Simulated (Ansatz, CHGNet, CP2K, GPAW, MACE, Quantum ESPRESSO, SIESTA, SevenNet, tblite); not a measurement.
## GPAW on Pt(100)/Be(0001) interface (64 atoms): settings against a plane-wave reference

Wanted: GPAW inputs and outputs for Pt(100)/Be(0001) interface (64 atoms), checked against a plane-wave reference.

Calculated with GPAW 26.7.0; the method is named at each step.

## 1. The starting structure

The cell holds 64 atoms: 24 Pt and 40 Be. Its edges and angles: a = 7.883 Å, b = 6.126 Å, c = 15.503 Å, α = 90.0°, β = 90.0°, γ = 108.8°. Fcc Pt(100), 4 repeat layers, 6 surface cells, strained +0.45 and -1.26 %; hcp Be(0001), 2 layers, 10 cells, -0.45 and +1.29 %; outer planes 2.22 Å apart and 2.02 Å at the second interface of the periodic stack; not relaxed, displaced by a Gaussian of 0.02 Å. Then every atom was moved at random, 0.05 Å r.m.s. a Cartesian component. Regions: Pt, 24 atoms (24 Pt); Be, 40 atoms (40 Be). The structure's axis is c.

The yardstick, on the same geometry:

| Property | Result |
| --- | --- |
| method | Kohn-Sham DFT, PBE, SSSP efficiency 1.3.0 pseudopotentials, plane waves (Quantum ESPRESSO 7.5); sssp-pbe-1.3.0-efficiency, cutoffs 45/360 Ry, Γ point |
| r.m.s. force component | 0.7729 eV/Å |
| longest force | 2.882 eV/Å |
| pressure | 4.039 GPa |
| time | 2.3 min on 2 MPI ranks of Arm Neoverse V1, shared host |
| CPU time | 4.5 min |

## 2. PBE, LCAO dzp, h 0.2 Å

Method: Kohn-Sham DFT, PBE, PAW, atomic orbitals (dzp).

run.py reads:

```python
import numpy as np
from ase.io import read
from gpaw import GPAW, FermiDirac

atoms = read("structure.xyz")
atoms.calc = GPAW(
    mode="lcao",
    basis="dzp",
    h=0.2,
    xc="PBE",
    kpts={"size": (1, 1, 1), "gamma": True},
    occupations=FermiDirac(0.05),
    maxiter=200,
    symmetry={"point_group": False},
    txt="gpaw.txt",
)
energy = atoms.get_potential_energy(force_consistent=True)
forces = atoms.get_forces()
print(f"energy {energy:.6f} eV")
print("forces (eV/A)")
for i, (a, f) in enumerate(zip(atoms, forces)):
    print(f"{i:4d} {a.symbol:2s} {f[0]:10.5f} {f[1]:10.5f} {f[2]:10.5f}")
print(f"Fermi level {atoms.calc.get_fermi_level():.4f} eV")
for k in range(len(atoms.calc.get_ibz_k_points())):
    for s in range(atoms.calc.get_number_of_spins()):
        e = atoms.calc.get_eigenvalues(kpt=k, spin=s)
        n = np.searchsorted(e, atoms.calc.get_fermi_level())
        print(f"k {k} spin {s} levels about the Fermi level:", np.round(e[max(n - 6, 0):n], 4).tolist(), "|", np.round(e[n:n + 6], 4).tolist())
```

structure.xyz reads:

```xyz
64
Lattice="7.88350 0.00000 0.00000 -1.97134 5.80046 0.00000 0.00000 0.00000 15.50256" Properties=species:S:1:pos:R:3 pbc="T T T"
Pt 3.94419 3.93410 0.00899
Pt 4.00467 1.90534 1.94433
Pt 3.98575 3.82668 3.96168
Pt 3.95596 1.97627 5.77904
Pt 5.90145 1.91270 0.00403
Pt 5.95702 0.05725 2.01967
Pt 5.88998 2.00934 3.94230
Pt 5.88192 0.00615 5.99344
Pt -0.05415 3.82065 15.42040
Pt 0.07069 2.00980 1.93332
Pt -0.07973 3.80429 3.88587
Pt -0.03873 1.95458 5.93919
Pt 2.03658 1.96415 0.01721
Pt -0.07965 5.73770 1.90914
Pt 2.01498 2.02842 3.95222
Pt -0.07429 5.75696 5.96849
Pt 3.93517 0.02448 0.07178
Pt 2.04893 3.84385 2.00448
Pt 1.90648 5.70812 3.99594
Pt 1.95525 3.82836 5.86074
Pt -1.94958 5.76937 0.00264
Pt 5.96317 3.79188 2.11796
Pt 7.82816 0.01856 4.00881
Pt 5.91754 3.89043 5.98492
Be 1.57232 0.54130 8.07342
Be -1.01079 5.04350 9.93916
Be 1.57895 0.45406 11.62475
Be -0.91907 5.10417 13.46552
Be -0.27382 3.96850 8.17341
Be 6.92007 2.77030 9.86598
Be -0.28750 4.05771 11.63932
Be -0.92437 2.85139 13.45700
Be -0.34868 1.67152 8.07575
Be 6.94178 0.46056 9.93296
Be -0.25289 1.55110 11.54507
Be 6.88378 0.47442 13.49219
Be 5.61745 5.13016 8.17093
Be 5.13115 3.96815 10.01620
Be 5.55493 5.18631 11.80566
Be 4.93463 4.03654 13.43514
Be 5.67400 2.82204 8.15233
Be 4.92934 1.62738 9.95450
Be 5.60019 2.84484 11.84954
Be 4.92061 1.64402 13.52304
Be 5.62600 0.47987 8.18101
Be 3.04971 5.19188 9.84831
Be 5.66255 0.42407 11.70381
Be 3.03395 5.07563 13.43467
Be 3.51233 3.94524 8.21341
Be 3.00937 2.92691 9.93916
Be 3.71084 3.93294 11.71373
Be 2.91947 2.81868 13.45669
Be 3.65133 1.58150 8.17853
Be 3.03552 0.50528 10.01310
Be 3.61208 1.76172 11.67064
Be 3.09148 0.44385 13.41995
[... 4 atom lines left out ...]
Be 1.69250 2.84089 8.12815
Be 1.03970 1.66148 9.83622
Be 1.76355 2.80974 11.78257
Be 0.98149 1.76989 13.50862
```

Started as:

```console
$ OMP_NUM_THREADS=1 python run.py > output.txt
```

Log:

```text
energy -266.848747 eV
forces (eV/A)
   0 Pt   -0.39000   -0.03443   -1.43991
   1 Pt   -0.66202   -0.04472    0.24257
   2 Pt   -0.53180    1.88550   -0.54489
   3 Pt   -0.58195   -1.08386    2.17829
   4 Pt    0.64781    0.06813   -1.31856
   5 Pt    0.05421   -0.67251    0.43191
   6 Pt    0.03699   -3.04549    0.75676
   7 Pt    0.38690   -0.16360    0.86502
   8 Pt    0.57433    0.58470   -1.66842
   9 Pt   -0.52322   -1.78854    0.05459
  10 Pt    1.52903    1.75636    0.66659
  11 Pt    0.40048   -0.18548    0.99795
  12 Pt   -0.17374   -0.71523   -0.89403
  13 Pt    1.12212    1.08743    0.62430
  14 Pt   -1.57573   -2.77855   -0.28718
  15 Pt    1.17616   -0.07215    0.50325
  16 Pt    0.12143   -0.69992   -0.95504
  17 Pt    0.01564    0.93062   -0.07909
  18 Pt    0.72275    1.26596   -0.07477
  19 Pt    0.25383    0.69054    2.15213
  20 Pt    0.08768    0.14270   -0.85670
  21 Pt   -0.67404    1.43323   -1.60085
  22 Pt    0.53810    0.96408   -0.68279
  23 Pt   -0.15145    0.13215    2.49550
[...]
56 Be    0.40588   -0.57924   -1.33094
  57 Be   -0.57731   -0.25091   -0.46918
  58 Be    0.01618   -0.26116   -0.30614
  59 Be   -0.07203    0.63408    1.38646
  60 Be   -0.32594   -0.10212   -0.69811
  61 Be   -0.31470    0.40535    0.14324
  62 Be   -0.71357   -0.33304   -1.32642
  63 Be   -0.34568   -0.92224    0.21556
Fermi level 9.3925 eV
k 0 spin 0 levels about the Fermi level: [9.2098, 9.2217, 9.2343, 9.3058, 9.3495, 9.3791] | [9.4043, 9.4579, 9.4681, 9.5119, 9.5504, 9.5803]
```

gpaw.txt:

```text
Input parameters:
  mode=LCAO(),
  basis={'default': 'dzp'},
  h=0.2,
  kpts=MonkhorstPack(size=(1, 1, 1), gamma=True),
  maxiter=200,
  occupations=Occupations(name='fermi-dirac', width=0.05, fixmagmom=False),
  symmetry=Symmetry(point_group=False),
  xc=XC(name='PBE')
Unit cell  # Å
| periodic |         x |        y |         z |   lengths |     angles |
|----------|-----------|----------|-----------|-----------|------------|
|      yes |  7.883500 | 0.000000 |  0.000000 |  7.883500 |  90.000000 |
|      yes | -1.971340 | 5.800460 |  0.000000 |  6.126297 |  90.000000 |
|      yes |  0.000000 | 0.000000 | 15.502560 | 15.502560 | 108.770804 |
Number of symmetries: 1
Symmetry operations  # r_c * U_cc + t_c -> r_c
|   | kind |            matrix            |
|---|------|------------------------------|
| 0 |  E   |  1, 0, 0,  0, 1, 0,  0, 0, 1 |
BZ-sampling:
  Number of BZ points: 1
  Number of IBZ points: 1
  Monkhorst-Pack size: [1, 1, 1]
  Monkhorst-Pack shift: [0, 0, 0]
[... lines left out ...]
  Fermi-Dirac:
[... lines left out ...]
    Stencil: 8*3+1=25 point O(h^6) finite-difference Laplacian
xc functional:
  name: PBE with 2 nearest neighbor stencil
interpolation: tri-quintic # 5. degree polynomial
Initialization done in: 11.480 s
convergence criteria:
- Maximum [total energy] change in last 3 cyles: 0.0005 eV / valence electron
- Maximum integral of absolute [dens]ity change: 0.0001 electrons / valence electron
- Maximum integral of absolute [eigenst]ate change: 4e-08 eV^2 / valence electron
maximum number of iterations: 200
SCF iterations
|iter     |      energy | eigst |  dens |
|---------|-------------|-------|-------|
|iter:   1| -323.315858 |      c|       |
|iter:   2| -305.043910 |      c| -0.98 |
|iter:   3| -281.063007 |      c| -0.92 |
|iter:   4| -276.080348 |      c| -1.10 |
[...]
|iter:  10| -266.738364 |      c| -1.94 |
|iter:  11| -266.661937 |      c| -2.06 |
|iter:  12| -266.657417c|      c| -2.24 |
|iter:  13| -266.662677c|      c| -2.35 |
|iter:  14| -266.679071c|      c| -2.44 |
[...]
|iter:  21| -266.623288c|      c| -3.59 |
|iter:  22| -266.622833c|      c| -3.59 |
|iter:  23| -266.622886c|      c| -4.12c|
Converged in 23 steps
SCF loop duration: 481.613 s (20.940 s/step)
Energy contributions relative to reference atoms: (reference = -12024936.105363)
Energy contributions:
  Kinetic:           8.371700
  Coulomb:          30.513592
  Zero:             -4.068090
  External:          0.000000
  Xc:             -301.214228
  Entropy:          -0.451720
  Spinorbit:         0.000000
  ----------------------------
  Free energy:    -266.848747
  Extrapolated:   -266.622886
dipole moment: (-2.595271, -10.476622, -214.192660)  # |e|*Ang
Fermi level: 9.392
Eigenvalues  # (at kpt = [0.000, 0.000, 0.000])
| band index |      eig [eV] | occ [0-2] |
|------------|---------------|-----------|
|          0 |       -43.864 |     2.000 |
|        ... |               |           |
|        224 |         9.055 |     1.998 |
|        225 |         9.165 |     1.979 |
[...]
|        239 |         9.717 |     0.003 |
|        ... |               |           |
|        282 |        15.535 |     0.000 |
Gap: 0.025 eV
Transition (v -> c):
  (s=0, k=0, n=231, [0.00, 0.00, 0.00]) -> (s=0, k=0, n=232, [0.00, 0.00, 0.00])
No difference between direct/indirect transitions
Force computation time: 54.851  # s
timing:  # [seconds]
  Total:  547.976  # ━━━━━━━━━━━━━━━━━━━━━━━━━━━━━━━━━━━━━━━━━━━━━━━━━━━━━━━━
  Init:    11.479  # ━
  SCF:    481.613  # ━━━━━━━━━━━━━━━━━━━━━━━━━━━━━━━━━━━━━━━━━━━━━━━━━
  Forces:  54.851  # ━━━━━╸
```

It took 9.2 min on 1 thread of Arm Neoverse V1, shared host; peak memory 1.1 GiB.

Banners, paths, timers and routine set-up lines are dropped from the logs unmarked, and long logs keep their key lines alone; longer cuts are marked.

Compared with the plane-wave run:

| Quantity | Value |
| --- | --- |
| r.m.s. force component | 0.8603 eV/Å |
| r.m.s. difference of force components | 111.9 meV/Å |
| longest difference of force vectors | 397.4 meV/Å |
| force difference over r.m.s. force | 14.48 % |
| slope of forces against the reference's | 1.109 |
| correlation of force components | 0.9963 |

Length of the force difference by element (eV/Å):

```csv
element,atoms,mean,most
Be,40,0.17,0.27
Pt,24,0.19,0.40
```

A closer look about Be33, picked at random: 11 atoms, nearest first, numbered in the order of the input, with positions taken from that point.

```csv
atom,x,y,z,distance (Å),Fx,Fy,Fz (eV/Å)
Be33,0.00,0.00,0.00,0.00,0.49,-0.44,0.57
Pt12,0.31,0.28,-2.14,2.18,0.40,-0.19,1.00
Be30,-0.61,1.10,1.79,2.19,0.04,0.06,0.45
Be41,-1.86,1.15,0.08,2.19,-0.78,-0.09,-0.83
Be25,1.92,-1.13,0.00,2.23,0.66,-0.16,0.54
Be62,1.39,-0.01,1.76,2.24,-0.31,0.41,0.14
Be45,-1.91,-1.19,0.11,2.25,-0.05,0.24,-0.32
Be34,-0.59,-1.21,1.86,2.30,-0.38,0.23,-0.79
Be29,0.07,2.30,0.10,2.30,0.00,0.05,-1.31
Be37,0.05,-2.34,0.10,2.34,-0.34,-0.43,-1.16
Be61,2.04,1.17,0.05,2.35,-0.33,-0.10,-0.70
```

Atoms are counted from 1 here, from 0 in the log.

Forces lie 14 % from the reference's, at 2.0 times its CPU time (on 1 against 2 cores).

## 3. PBE, LCAO dzp, h 0.22 Å

Method: Kohn-Sham DFT, PBE, PAW, atomic orbitals (dzp).

run.py, as its differences from that of step 2:

```diff
@@ -8,3 +8,3 @@
     basis="dzp",
-    h=0.2,
+    h=0.22,
     xc="PBE",
```

structure.xyz is that of step 2.

Log:

```text
energy -266.538561 eV
forces (eV/A)
   0 Pt   -0.38403   -0.02885   -1.43323
   1 Pt   -0.65733   -0.04732    0.24228
   2 Pt   -0.52664    1.88972   -0.54974
   3 Pt   -0.57921   -1.08398    2.16939
   4 Pt    0.64560    0.07153   -1.31634
   5 Pt    0.05617   -0.66985    0.42645
[...]
61 Be   -0.31363    0.40305    0.13954
  62 Be   -0.71772   -0.33399   -1.32028
  63 Be   -0.35281   -0.92612    0.20874
Fermi level 9.3928 eV
k 0 spin 0 levels about the Fermi level: [9.2102, 9.2221, 9.2345, 9.3062, 9.3498, 9.3796] | [9.4042, 9.4583, 9.4686, 9.5122, 9.5508, 9.5805]
```

gpaw.txt:

```text
Input parameters:
  mode=LCAO(),
  basis={'default': 'dzp'},
  h=0.22,
  kpts=MonkhorstPack(size=(1, 1, 1), gamma=True),
  maxiter=200,
  occupations=Occupations(name='fermi-dirac', width=0.05, fixmagmom=False),
[... lines left out ...]
  Fermi-Dirac:
[... lines left out ...]
convergence criteria:
- Maximum [total energy] change in last 3 cyles: 0.0005 eV / valence electron
[... lines left out ...]
Converged in 23 steps
[... lines left out ...]
  Free energy:    -266.538561
[... lines left out ...]
Fermi level: 9.393
[... lines left out ...]
|        ... |               |           |
|        282 |        15.535 |     0.000 |
Gap: 0.025 eV
Transition (v -> c):
  (s=0, k=0, n=231, [0.00, 0.00, 0.00]) -> (s=0, k=0, n=232, [0.00, 0.00, 0.00])
No difference between direct/indirect transitions
Force computation time: 47.120  # s
timing:  # [seconds]
  Total:  477.628  # ━━━━━━━━━━━━━━━━━━━━━━━━━━━━━━━━━━━━━━━━━━━━━━━━━━━━━━━━
  Init:    10.655  # ━
  SCF:    419.822  # ━━━━━━━━━━━━━━━━━━━━━━━━━━━━━━━━━━━━━━━━━━━━━━━━━
  Forces:  47.121  # ━━━━━╸
```

It took 8 min on 1 thread; peak memory 0.99 GiB.

Compared with the plane-wave run:

```
r.m.s. force component                          : 0.8605 eV/Å
r.m.s. difference of force components           : 112.4 meV/Å
longest difference of force vectors             : 403.2 meV/Å
force difference over r.m.s. force              : 14.54 %
slope of forces against the reference's         : 1.109
correlation of force components                 : 0.9963
energy less the same-level run's                : 4.847 meV/atom
r.m.s. force difference from the same-level run : 4.131 meV/Å
```

This is a coarse setting, run to see what it loses.

Against the first run (14 %), the force difference from the reference is 15 %, at 0.87 times the CPU time: the change moves forces by 4.1 meV/Å r.m.s., so most of the difference comes from elsewhere.

## 4. Side by side

Differences are against the plane-wave reference, forces as r.m.s. over components; share is that over the reference's r.m.s. force, slope the least-squares factor from reference forces to these. Total energies of different programs have different zeros and aren't compared.

```csv
run,"Δ force, r.m.s. (meV/Å)",share (%),slope,cores,CPU time,memory (GiB)
reference,-,-,-,2,4.5 min,1.5
"GPAW PBE, LCAO dzp, h 0.2 Å",112,14.5,1.109,1,9.2 min,1.1
"GPAW PBE, LCAO dzp, h 0.22 Å (coarse)",112,14.5,1.109,1,8 min,0.99
```

Rows marked coarse were listed beforehand as settings not expected to be converged; some can still land near the reference.

CPU time is summed over cores on a shared host, where runs went side by side, so it is rough. Symmetry, cutoffs, thresholds, outputs and thread counts weren't matched or tuned between programs; memory under MPI is the largest rank's times the ranks.

Within one program, basis, potentials and functional, energies share a zero. Each run against its twin at the usual cutoff or grid and solver:

```csv
run,twin,Δ energy (meV/atom),"Δ force, r.m.s. (meV/Å)",CPU time over the twin's
"GPAW PBE, LCAO dzp, h 0.22 Å","LCAO dzp, h 0.2 Å",4.85,4.13,0.87
```

A second geometry, displaced anew (every atom was moved at random, 0.04 Å r.m.s. a Cartesian component), gives an energy difference that all programs can be tested on. The reference puts it at -14.3 meV/atom.

```csv
run,energy less the first geometry's (meV/atom),error (meV/atom),force share at the second geometry (%)
"GPAW PBE, LCAO dzp, h 0.2 Å",-17.17,-2.87,15.2
"GPAW PBE, LCAO dzp, h 0.22 Å",-17.13,-2.83,15.2
```

## 5. Outcome

```
nearest in forces : GPAW PBE, LCAO dzp, h 0.2 Å, 14 %
its CPU time      : 9.2 min
```

In words: The PBE run in local orbitals, coarse settings apart, differs by 14 % (GPAW PBE, LCAO dzp, h 0.2 Å); basis, grid and potentials can all enter. Runs with settings chosen to be coarse differ by 15 % (GPAW PBE, LCAO dzp, h 0.22 Å), their programs' other errors included. None of the electronic-structure runs in the table takes under half the reference's CPU time of 4.5 min; they take 1.8 to 2.0 times as much. GPAW PBE, LCAO dzp, h 0.22 Å stiffens the forces by a factor of 1.11 while following their directions (correlation 0.996); the slopes of the 2 GPAW runs lie between 1.11 and 1.11. All runs miss the energy difference between the two geometries, -14.3 meV/atom in the reference, by about 2.8 meV/atom. The potentials hold different valence shells: 544 electrons in the reference, 464 in GPAW; this bears on time and differences. The cell is under 6 Å thick along one periodic direction, so every atom has periodic images of itself close by, which move with it and show among its neighbours and in g(r). The reference's stress is far from hydrostatic: its diagonal is 15.2, -0.5, -2.6 GPa, compression counted positive. The host structure and its lattice constant were typed by rule, without a check against the phase diagram. The reference's pressure of 4.0 GPa belongs to a cell and atoms that aren't relaxed at this level. The electronic-structure runs sample only Γ, in a cell whose shortest periodic width is 6 Å, which is coarse for a cell with partly filled levels. Spin–orbit coupling is left out, which matters for the levels of the heavy elements.

[Also dropped from logs without a mark: logging warnings of Python, and SIESTA's first energy breakdown and zero terms.]

[Logs are printed without paths, hosts, clocks, repeated set-up lines and the standing remarks that a program may print on its own settings, such as how far it seeks lower states.]

[Hosts, paths, dates, database ids (printed as entryN), source tags and the programs' standing remarks are cut or masked in the printed files.]
